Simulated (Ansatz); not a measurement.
# A hypothetical structure for YSI

This structure for YSI is made up. Its elements were placed in a known structure type with a cell scaled to their sizes. What cell does the guess relax to, and how far off was it?

Calculated with Ansatz 0.2.0; DFT, r2SCAN, plane-wave PAW, files of the set soft_1, scalar-relativistic, no spin, cell and ions relaxed at zero pressure; PAW set soft_1, in the first sound run; inputs show where later runs differ.

### Step 1. Set-up

Symmetry: R-3m, No. 166, trigonal system. The conventional cell has a = 5.015 Å, b = 5.015 Å, c = 24.687 Å, α = 90.00°, β = 90.00°, γ = 120.00°. Nearest to I lie 4 Y at 3.18 to 3.22 Å and 3 I at 3.47 Å. Nearest to Y lie 4 S at 2.95 to 3.15 Å and 4 I at 3.18 to 3.22 Å. Nearest to S lie 4 Y at 2.95 to 3.15 Å. Farther neighbours and most contacts between anions are not listed.

### Step 2. Relaxation of the guess

The guess takes its coordinates from another compound and its volume from a rule, so the cell and any free coordinates are relaxed together.

Input file input.yaml:

```yaml
crystal:
  lattice:
    - [2.5075, 1.4477058, 8.229]
    - [-2.5075, 1.4477058, 8.229]
    - [0.0, -2.8954116, 8.229]
  atoms:
    - { symbol: I, position: [0.627966667, 0.627966667, 0.627966667] }
    - { symbol: I, position: [0.372033333, 0.372033333, 0.372033333] }
    - { symbol: "Y", position: [0.7584, 0.7584, 0.7584] }
    - { symbol: "Y", position: [0.2416, 0.2416, 0.2416] }
    - { symbol: S, position: [0.886, 0.886, 0.886] }
    - { symbol: S, position: [0.114, 0.114, 0.114] }
kpoints:
  mp_grid: { grid: [6, 6, 6] }
scf:
  occupations: { method: fermi_dirac, width: 0.05 }
hamiltonian:
  xc: r2scan
  pseudopotentials: { kind: paw, azcp: { folder: soft_1 } }
relax:
  f_tol: 0.015
  max_steps: 70
  cell: {}
output:
  forces: true
  stress: true
```

Launch:

```console
$ ansatz run input.yaml --threads 4 --pin off --max-ram 10240MiB --backend cpu --events-out ev --progress --plain --runs-dir out
```

Numbers of over 12 decimals in the logs are rounded to 6 here.

The log of the run:

```text
basis.fft_grid_basis auto: the FFT boxes are laid along the combinations [[1, 0, -1], [0, 1, -1], [0, 0, 1]] of the cell's own vectors, 5.015, 5.015 and 8.724 Å long. The dense box has 40×40×64 points. Along the cell's own vectors, as sized, it would have 64×64×64, 2.56 times as many. Of the 12 symmetry operations that the crystal satisfies within crystal.symmetry.tolerance (time reversal apart; of a slab, those that [...]
Engine: ansatz 0.2.0, aarch64-unknown-linux-gnu
Pseudopotentials: kind: paw
Pseudopotential: I, paw, valence charge 17, recommended cutoff 500 eV (meta_gga), soft_1/I.paw.azcp
Pseudopotential: Y, paw, valence charge 11, recommended cutoff 500 eV (meta_gga), soft_1/Y.paw.azcp
Pseudopotential: S, paw, valence charge 6, recommended cutoff 500 eV (meta_gga), soft_1/S.paw.azcp
Functional definition: r2SCAN
  parameter k0 = 0.174
  parameter k1 = 0.065
  parameter a1 = 4.9479
  exchange = r2scan_x(k0 = k0, k1 = k1, a1 = a1)
  correlation = r2scan_c
Crystal: 6 atoms, lattice volume = 179.234 Å³
Basis set: ecut = 500 eV, 4531 PW (Γ), FFT grids on a1−a3, a2−a3, a3, exchange–correlation on 160×160×256 points (64 copies of the dense FFT grid, shifted against one another)
Bands: 41, of which v1, the nominal top of the filled ones, is band 34 counted from 1 (33 counted from 0)
Symmetry: 12 space group operations
Space group: R-3m (ITA 166), of the structure as read, at distance tolerance 5.6e-5 Å
k-points: 32 of 216
Non-local potential: I, projectors of the file, l = 0: 2, l = 1: 2, l = 2: 2, l = 3: 1
Non-local potential: Y, projectors of the file, l = 0: 3, l = 1: 2, l = 2: 2, l = 3: 1
Non-local potential: S, projectors of the file, l = 0: 2, l = 1: 2, l = 2: 1
PAW form: soft (Blöchl's): semilocal exchange-correlation on the pseudo side does not see the compensation charge
PAW frozen core: I, regenerated for the run's functional (the file was generated under x = pbe(κ = 0.804, μ = 0.219515), c = pbe(β = 0.066725))
PAW frozen core: Y, regenerated for the run's functional (the file was generated under x = pbe(κ = 0.804, μ = 0.219515), c = pbe(β = 0.066725))
PAW frozen core: S, regenerated for the run's functional (the file was generated under x = pbe(κ = 0.804, μ = 0.219515), c = pbe(β = 0.066725))
PAW one-centre angular grid: I, 590 points (default); XC on 160 Gauss nodes
PAW one-centre angular grid: Y, 590 points (default); XC on 160 Gauss nodes
PAW one-centre angular grid: S, 302 points (default); XC on 160 Gauss nodes
Initial density: superposition of atomic densities (chi_scale 0.1, normalization cell, long waves kept (reshape's long-wave potential 0.19 eV rms))
Initial wavefunctions: pseudopotential atomic-orbital guess
Functional: x = r2scan, c = r2scan; τ floored in thin density (d = 2e-4 eV/Å³)
SCF iter   1: F=—  HF=-24600.876999 eV  |F-HF|=—  |Δ(HF+E_count)|=         —  Δρ=4.92e-2  dr2=1.88e1  dr2_τ=1.78e-1  ethr=3.10e-3  ⟨swp⟩=6.7  Hψ=5249  notcnv=0
preconditioner: auto → Resta (q_TF=auto, 2.321 Å⁻¹)  ε∞=5.6  [insulator: Δε(μ)=0.355 eV  Ē_g=7.308 eV  σ=0.050 eV  W_gap=0.90  n_scr=36 (ndim 8)  ℏωp=15.7 eV  f_vac=0.025  D(μ)=0.14/eV (n_scr^D=0)  ε∞_Penn≈5.6]
SCF iter   2: F=—  HF=-24597.334619 eV  |F-HF|=—  |Δ(HF+E_count)|=    3.54e0  Δρ=1.93e-2  dr2=2.48e0  dr2_τ=6.39e-2  ethr=3.10e-3  ⟨swp⟩=5.3  Hψ=3809  notcnv=0
SCF iter   3: F=—  HF=-24597.019832 eV  |F-HF|=—  |Δ(HF+E_count)|=   3.15e-1  Δρ=8.40e-3  dr2=2.17e-1  dr2_τ=1.01e-2  ethr=3.10e-3  ⟨swp⟩=3.5  Hψ=2304  notcnv=0  defer=39
SCF iter   4: F=—  HF=-24597.052226 eV  |F-HF|=—  |Δ(HF+E_count)|=   3.24e-2  Δρ=2.71e-3  dr2=2.51e-2  dr2_τ=2.85e-3  ethr=3.19e-4  ⟨swp⟩=4.0  Hψ=2268  notcnv=0  defer=39
SCF iter   5: F=—  HF=-24597.053721 eV  |F-HF|=—  |Δ(HF+E_count)|=   1.50e-3  Δρ=8.59e-4  dr2=3.15e-3  dr2_τ=6.23e-5  ethr=3.69e-5  ⟨swp⟩=2.0  Hψ=1931  notcnv=0  defer=41
SCF iter   6: F=—  HF=-24597.054172 eV  |F-HF|=—  |Δ(HF+E_count)|=   4.51e-4  Δρ=2.31e-4  dr2=1.88e-4  dr2_τ=2.90e-6  ethr=4.64e-6  ⟨swp⟩=2.0  Hψ=1783  notcnv=0  defer=41
SCF iter   7: F=—  HF=-24597.054267 eV  |F-HF|=—  |Δ(HF+E_count)|=   9.43e-5  Δρ=6.91e-5  dr2=1.79e-5  dr2_τ=7.91e-7  ethr=2.76e-7  ⟨swp⟩=2.6  Hψ=2201  notcnv=0  defer=41
SCF iter   8: F=—  HF=-24597.054438 eV  |F-HF|=—  |Δ(HF+E_count)|=   1.72e-4  Δρ=2.36e-5  dr2=1.68e-6  dr2_τ=2.24e-8  ethr=2.64e-8  ⟨swp⟩=2.0  Hψ=2398  notcnv=0  defer=41
SCF iter   9: F=-24597.054439 eV  HF=-24597.054439 eV  |F-HF|=5.30e-8  |Δ(HF+E_count)|=   7.10e-7  Δρ=5.47e-6  dr2=9.57e-8  dr2_τ=3.63e-9  ethr=1.47e-10  ⟨swp⟩=4.2  Hψ=5722  notcnv=0
SCF 1 converged in 9 iterations: F = -24597.054439 eV  dr2 = 9.57e-8
  greatest PAW one-centre occupation: 0.999 electrons in one spin orbital (limit 2), on the I atom at site 1 (counted from 0), in its partial waves of l = 2
relax step   1: F+E_penalty+E_count = -24597.05443918 eV  Δ(F+E_penalty+E_count) = +0.000e0 eV  max|allowed force component| = 1.597e0 eV/Å  Δτ_max = 0.0000 Å  P = -0.806 GPa  Ω = 179.234 Å³  (9 SCF iters, dr2 threshold 1.00e-7 eV, accepted)
Crystal: 6 atoms, lattice volume = 176.657 Å³
Basis set: ecut = 500 eV, 4481 PW (Γ), FFT grids on a1−a3, a2−a3, a3, exchange–correlation on 160×160×256 points (64 copies of the dense FFT grid, shifted against one another)
Initial density: handed on by an earlier stage of this run
Initial wavefunctions: those handed on with the density
iter 1 solved again at ethr=1.01e-3 eV; its pass at ethr=3.10e-3 eV (dr2=6.86e-1 eV) is discarded
SCF iter   1: F=—  HF=-24597.904984 eV  |F-HF|=—  |Δ(HF+E_count)|=         —  Δρ=1.33e-2  dr2=7.08e-1  dr2_τ=4.07e0  ethr=1.01e-3  ⟨swp⟩=1.5  Hψ=8061  notcnv=0
preconditioner: auto → Resta (q_TF=auto, 2.327 Å⁻¹)  ε∞=4.7  [insulator: Δε(μ)=1.820 eV  Ē_g=8.169 eV  σ=0.050 eV  W_gap=1.00  n_scr=36 (ndim 8)  ℏωp=15.8 eV  f_vac=0.056  D(μ)=0.00/eV (n_scr^D=0)  ε∞_Penn≈4.7]
SCF iter   2: F=—  HF=-24597.976074 eV  |F-HF|=—  |Δ(HF+E_count)|=   7.11e-2  Δρ=6.64e-3  dr2=1.10e-1  dr2_τ=8.91e-3  ethr=1.01e-3  ⟨swp⟩=4.0  Hψ=2668  notcnv=0
SCF iter   3: F=—  HF=-24597.966854 eV  |F-HF|=—  |Δ(HF+E_count)|=   9.22e-3  Δρ=2.05e-3  dr2=7.47e-3  dr2_τ=1.84e-3  ethr=1.62e-4  ⟨swp⟩=3.5  Hψ=2147  notcnv=0  defer=1
SCF iter   4: F=—  HF=-24597.968056 eV  |F-HF|=—  |Δ(HF+E_count)|=   1.20e-3  Δρ=7.62e-4  dr2=1.09e-3  dr2_τ=2.89e-5  ethr=1.10e-5  ⟨swp⟩=2.2  Hψ=1896  notcnv=0  defer=7
SCF iter   5: F=—  HF=-24597.968421 eV  |F-HF|=—  |Δ(HF+E_count)|=   3.65e-4  Δρ=1.48e-4  dr2=2.95e-5  dr2_τ=4.49e-6  ethr=1.60e-6  ⟨swp⟩=2.0  Hψ=1990  notcnv=0  defer=7
[...]
relax step   8: F+E_penalty+E_count = -24599.66316074 eV  Δ(F+E_penalty+E_count) = -1.470e-1 eV  max|allowed force component| = 7.322e-2 eV/Å  Δτ_max = 0.0458 Å  P = +0.554 GPa  Ω = 185.460 Å³  energy of the carried Pulay correction = -9.669e-4 eV  (6 SCF iters, dr2 threshold 6.00e-7 eV, accepted)
relax step   9: F+E_penalty+E_count = -24599.73519648 eV  Δ(F+E_penalty+E_count) = -7.204e-2 eV  max|allowed force component| = 4.641e-2 eV/Å  Δτ_max = 0.0372 Å  P = +0.515 GPa  Ω = 187.324 Å³  energy of the carried Pulay correction = -1.250e-3 eV  (6 SCF iters, dr2 threshold 6.00e-7 eV, accepted)
relax step  10: F+E_penalty+E_count = -24599.74091453 eV  Δ(F+E_penalty+E_count) = -5.718e-3 eV  max|allowed force component| = 1.644e-1 eV/Å  Δτ_max = 0.0561 Å  P = -0.554 GPa  Ω = 193.859 Å³  energy of the carried Pulay correction = -2.220e-3 eV  (7 SCF iters, dr2 threshold 6.00e-7 eV, accepted)
relax step  11: F+E_penalty+E_count = -24599.74590797 eV  Δ(F+E_penalty+E_count) = -4.993e-3 eV  max|allowed force component| = 1.042e-1 eV/Å  Δτ_max = 0.0134 Å  P = -0.028 GPa  Ω = 191.871 Å³  energy of the carried Pulay correction = -1.929e-3 eV  (6 SCF iters, dr2 threshold 6.00e-7 eV, accepted)
relax step  12: F+E_penalty+E_count = -24599.74844573 eV  Δ(F+E_penalty+E_count) = -2.538e-3 eV  max|allowed force component| = 1.089e-2 eV/Å  Δτ_max = 0.0106 Å  P = +0.045 GPa  Ω = 191.174 Å³  energy of the carried Pulay correction = -1.826e-3 eV  (5 SCF iters, dr2 threshold 6.00e-7 eV, accepted)
relax step  13: F+E_penalty+E_count = -24599.74846732 eV  Δ(F+E_penalty+E_count) = -2.159e-5 eV  max|allowed force component| = 1.586e-3 eV/Å  Δτ_max = 0.0020 Å  P = +0.002 GPa  Ω = 191.461 Å³  energy of the carried Pulay correction = -1.868e-3 eV  (5 SCF iters, dr2 threshold 1.28e-8 eV, accepted)
relax step  14: F+E_penalty+E_count = -24599.77554244 eV  Δ(F+E_penalty+E_count) = -2.708e-2 eV  max|allowed force component| = 2.245e-3 eV/Å  Δτ_max = 0.0000 Å  P = +0.186 GPa  Ω = 191.461 Å³  stress off target by 5.37e-1 GPa  SCF on the basis re-selected at this cell (its energy is not comparable with the rows above)  (9 SCF iters)
relax step  15: F+E_penalty+E_count = -24599.78144312 eV  Δ(F+E_penalty+E_count) = -5.901e-3 eV  max|allowed force component| = 5.959e-2 eV/Å  Δτ_max = 0.0213 Å  P = -0.026 GPa  Ω = 193.666 Å³  energy of the carried Pulay correction = -3.474e-4 eV  (6 SCF iters, dr2 threshold 6.00e-7 eV, accepted)
relax step  16: F+E_penalty+E_count = -24599.78327710 eV  Δ(F+E_penalty+E_count) = -1.834e-3 eV  max|allowed force component| = 2.351e-2 eV/Å  Δτ_max = 0.0318 Å  P = +0.081 GPa  Ω = 195.436 Å³  energy of the carried Pulay correction = -6.304e-4 eV  (6 SCF iters, dr2 threshold 2.22e-7 eV, accepted)
relax step  17: F+E_penalty+E_count = -24599.78340675 eV  Δ(F+E_penalty+E_count) = -1.297e-4 eV  max|allowed force component| = 2.680e-3 eV/Å  Δτ_max = 0.0024 Å  P = +0.008 GPa  Ω = 195.760 Å³  energy of the carried Pulay correction = -6.828e-4 eV  (5 SCF iters, dr2 threshold 3.45e-8 eV, accepted)
iter 1 solved again at ethr=1.38e-7 eV; its pass at ethr=3.10e-3 eV (dr2=9.37e-5 eV) is discarded
SCF iter   1: F=—  HF=-24599.778283 eV  |F-HF|=—  |Δ(HF+E_count)|=         —  Δρ=3.12e-4  dr2=9.43e-6  dr2_τ=3.16e-6  ethr=1.38e-7  ⟨swp⟩=4.1  Hψ=9873  notcnv=0
preconditioner: auto → Resta (q_TF=auto, 2.287 Å⁻¹)  ε∞=4.0  [insulator: Δε(μ)=2.838 eV  Ē_g=8.605 eV  σ=0.050 eV  W_gap=1.00  n_scr=44 (ndim 8)  ℏωp=15.0 eV  f_vac=0.107  D(μ)=0.00/eV (n_scr^D=0)  ε∞_Penn≈4.0]
SCF iter   2: F=—  HF=-24599.783699 eV  |F-HF|=—  |Δ(HF+E_count)|=   5.42e-3  Δρ=1.57e-4  dr2=1.55e-6  dr2_τ=1.93e-5  ethr=1.39e-8  ⟨swp⟩=3.0  Hψ=2552  notcnv=0
SCF iter   3: F=—  HF=-24599.784052 eV  |F-HF|=—  |Δ(HF+E_count)|=   3.53e-4  Δρ=6.96e-5  dr2=5.00e-7  dr2_τ=3.76e-6  ethr=2.28e-9  ⟨swp⟩=3.1  Hψ=2070  notcnv=0
SCF iter   4: F=—  HF=-24599.784141 eV  |F-HF|=—  |Δ(HF+E_count)|=   8.92e-5  Δρ=3.06e-6  dr2=4.64e-8  dr2_τ=3.13e-9  ethr=7.36e-10  ⟨swp⟩=2.6  Hψ=2055  notcnv=0
SCF iter   5: F=—  HF=-24599.784141 eV  |F-HF|=—  |Δ(HF+E_count)|=   8.76e-8  Δρ=1.20e-6  dr2=1.44e-8  dr2_τ=7.22e-11  ethr=6.82e-11  ⟨swp⟩=2.0  Hψ=1722  notcnv=0
SCF iter   6: F=—  HF=-24599.784141 eV  |F-HF|=—  |Δ(HF+E_count)|=   5.51e-9  Δρ=5.04e-7  dr2=1.98e-9  dr2_τ=1.67e-11  ethr=2.12e-11  ⟨swp⟩=2.0  Hψ=1628  notcnv=0
SCF iter   7: F=—  HF=-24599.784141 eV  |F-HF|=—  |Δ(HF+E_count)|=  8.22e-10  Δρ=1.41e-7  dr2=1.51e-10  dr2_τ=1.62e-12  ethr=2.91e-12  ⟨swp⟩=2.0  Hψ=1790  notcnv=0
SCF iter   8: F=-24599.784141 eV  HF=-24599.784141 eV  |F-HF|=1.46e-11  |Δ(HF+E_count)|=  4.73e-11  Δρ=3.93e-8  dr2=9.94e-12  dr2_τ=1.56e-13  ethr=1.00e-12  ⟨swp⟩=5.0  Hψ=4460  notcnv=0
SCF 18 converged in 8 iterations: F = -24599.784141 eV  dr2 = 9.94e-12
relax step  18: F+E_penalty+E_count = -24599.78414085 eV  Δ(F+E_penalty+E_count) = -7.341e-4 eV  max|allowed force component| = 2.722e-3 eV/Å  Δτ_max = 0.0000 Å  P = +0.008 GPa  Ω = 195.760 Å³  stress off target by 1.06e-2 GPa  SCF on the basis re-selected at this cell (its energy is not comparable with the rows above)  (8 SCF iters)
basis re-selected at this cell: Δ(F+E_penalty+E_count) = -7.341e-4 eV, ΔP = +0.000 GPa vs the last step (what re-selecting the basis moved, of the pressure what is left beyond the Pulay correction that the steps carried, after the strain that the cell walked since its last selection, with what the two solves' SCF thresholds leave and, on support functions, any second-order correction that the steps lacked; it is no m [...]
SCF converged after 8 iterations
Free energy (F): -24599.784141 eV
Harris-Foulkes:  -24599.784141 eV  (|F-HF|=1.46e-11)
Internal energy: -24599.784141 eV  (E = F + TS)
E sigma→0 (E₀):  -24599.784141 eV
Fermi energy:    6.826919 eV
--- Per-component energies (eV) ---
  E_band       = -1110.810582
  E_kinetic    = 1161.451715
  E_local      = -6361.907938  (includes V_loc(G=0)·N_el)
  E_nonlocal   = 350.375406
  E_hartree    = 2671.756603
  E_xc         = -722.249792
  E_vxc        = -880.847544  (∫ρ·V_xc dr)
  E_paw        = -16508.810599  (= ΣΔE_a)
  E_vpaw       = -770.549360  (= ΣTr[D̂ρ^β])
  E_aug_tail   = -0.001352  (compensation charges beyond the density's cutoff)
  E_vtau       = 47.155146  (kinetic-family band-sum trace: ∫τ·v_τ [+ j·A + Jᵃ·Aᵃ] dr)
  E_ewald      = -5190.016926
  E_core_change = -0.381258  (= ΣΔE_core)
  E_smearing   = -0.000000  (= −TS)
  E_closure    = 0.000000  (closes the sum)
  Σ components = -24599.784141   (vs F -24599.784141, Δ=0.00e0)
--- Forces (eV/Å), atoms counted from 1 ---
  atom   1  I      0.00000000     0.00000000    -0.00132242
  atom   2  I     -0.00000000    -0.00000000     0.00132242
  atom   3  Y     -0.00000000    -0.00000000    -0.00272243
  atom   4  Y      0.00000000     0.00000000     0.00272243
  atom   5  S     -0.00000000    -0.00000000    -0.00140339
  atom   6  S      0.00000000     0.00000000     0.00140339
  max |Σ_I F_I| component: 9.40e-18 eV/Å
--- Stress (GPa, compression-positive) ---
        0.006597       0.000000       0.000000
        0.000000       0.006597       0.000000
        0.000000       0.000000       0.010615
  P = ⅓ Tr σ = 0.0079 GPa (0.079 kbar)
--- Relaxed structure (16 steps of the walk, 16 accepted, 2 SCFs on fresh bases) ---
  F+E_penalty+E_count = -24599.78414085 eV   max|allowed force component| = 2.722e-3 eV/Å   (the final SCF, on the basis selected at the relaxed cell)
  cell:  # Å, volume = 195.7604 Å³
    - [2.238206, 1.292229, 11.280647]
    - [-2.238206, 1.292229, 11.280647]
    - [0, -2.584458, 11.280647]
  atoms:
    - { symbol: I, position: [0.611497, 0.611497, 0.611497] }
    - { symbol: I, position: [0.388503, 0.388503, 0.388503] }
    - { symbol: Y, position: [0.780941, 0.780941, 0.780941] }
    - { symbol: Y, position: [0.219059, 0.219059, 0.219059] }
    - { symbol: S, position: [0.863665, 0.863665, 0.863665] }
    - { symbol: S, position: [0.136335, 0.136335, 0.136335] }
```

It took 2 min on 4 threads of Arm Neoverse V1, shared host; peak memory 1.1 GiB.

The steps of the relaxation:

| step | energy less that of the first step (eV) | largest force component (eV/Å) | pressure (GPa) | volume (Å³) |
| --- | --- | --- | --- | --- |
| 1 | 0.0000 | 1.5971 | -0.81 | 179.23 |
| 2 | -0.9142 | 1.0921 | -0.38 | 176.66 |
| 3 | -1.1823 | 1.2441 | 2.95 | 175.54 |
| 4 | -1.6050 | 0.3864 | 0.17 | 181.45 |
| 5 | -1.9464 | 0.3728 | 1.13 | 180.29 |
| 6 | -2.2360 | 0.0477 | 0.73 | 182.93 |
| 7 | -2.4617 | 0.0671 | 0.83 | 184.18 |
| 8 | -2.6087 | 0.0732 | 0.55 | 185.46 |
| 9 | -2.6808 | 0.0464 | 0.52 | 187.32 |
| 10 | -2.6865 | 0.1644 | -0.55 | 193.86 |
| 11 | -2.6915 | 0.1042 | -0.03 | 191.87 |
| 12 | -2.6940 | 0.0109 | 0.05 | 191.17 |
| 13 | -2.6940 | 0.0016 | 0.00 | 191.46 |
| 14* | -2.7211 | 0.0022 | 0.19 | 191.46 |
| 15 | -2.7270 | 0.0596 | -0.03 | 193.67 |
| 16 | -2.7288 | 0.0235 | 0.08 | 195.44 |
| 17 | -2.7290 | 0.0027 | 0.01 | 195.76 |
| 18* | -2.7297 | 0.0027 | 0.01 | 195.76 |

Relaxation steps marked * repeat the geometry before them on a plane-wave basis chosen anew for their cell, so energy and pressure can jump there.

Forces are held to the 12 operations that the run works with; a distortion that breaks them can't arise in this run.

| cell as run | before | after | change |
| --- | --- | --- | --- |
| a (Å) | 8.724 | 11.573 | +32.7 % |
| b (Å) | 8.724 | 11.573 | +32.7 % |
| c (Å) | 8.724 | 11.573 | +32.7 % |
| α (°) | 33.41 | 22.30 | -33.2 % |
| β (°) | 33.41 | 22.30 | -33.2 % |
| γ (°) | 33.41 | 22.30 | -33.2 % |
| volume (Å³/atom) | 29.87 | 32.63 | +9.2 % |

The atoms that moved most (Å, as changes of fractional coordinates times the final cell):

| atom | dx | dy | dz | length |
| --- | --- | --- | --- | --- |
| Y4 | 0.000 | 0.000 | -0.763 | 0.763 |
| Y3 | 0.000 | 0.000 | 0.763 | 0.763 |
| S5 | 0.000 | 0.000 | -0.756 | 0.756 |
| S6 | 0.000 | 0.000 | 0.756 | 0.756 |
| I2 | 0.000 | 0.000 | 0.557 | 0.557 |
| I1 | 0.000 | 0.000 | -0.557 | 0.557 |

The relaxed structure:

```xyz
6
Lattice="2.2382 1.2922 11.2806 -2.2382 1.2922 11.2806 0.0000 -2.5845 11.2806" Properties=species:S:1:pos:R:3 pbc="T T T"
I     0.0000    0.0000   20.6943
I     0.0000    0.0000   13.1477
Y     0.0000    0.0000   26.4286
Y     0.0000    0.0000    7.4134
S     0.0000    0.0000   29.2281
S     0.0000    0.0000    4.6138
```

This step gave:

```yaml
free_energy: -24599.7841 eV
fermi_energy: 6.827 eV
gap_by_band_count: 2.837 eV
electrons: 68
symmetry_operations: 12
pressure: 0.007936 GPa
```

Shortest distances by pair of elements, guess and relaxed (not always the same contact):

| pair | guess (Å) | relaxed (Å) |
| --- | --- | --- |
| S–Y | 2.947 | 2.690 |
| I–Y | 3.178 | 3.268 |
| S–S | 3.892 | 3.301 |
| I–S | 3.441 | 3.772 |
| Y–Y | 4.698 | 4.388 |

The relaxation ends with a largest force component of 0.0027 eV/Å and a pressure of 0.01 GPa.

(Part 1 of 2 ends here.)

[Logs are printed without paths, hosts, clocks, repeated set-up lines and the standing remarks that a program may print on its own settings, such as how far it seeks lower states.]

[Hosts, paths, dates, database ids (printed as entryN), source tags and the programs' standing remarks are cut or masked in the printed files.]
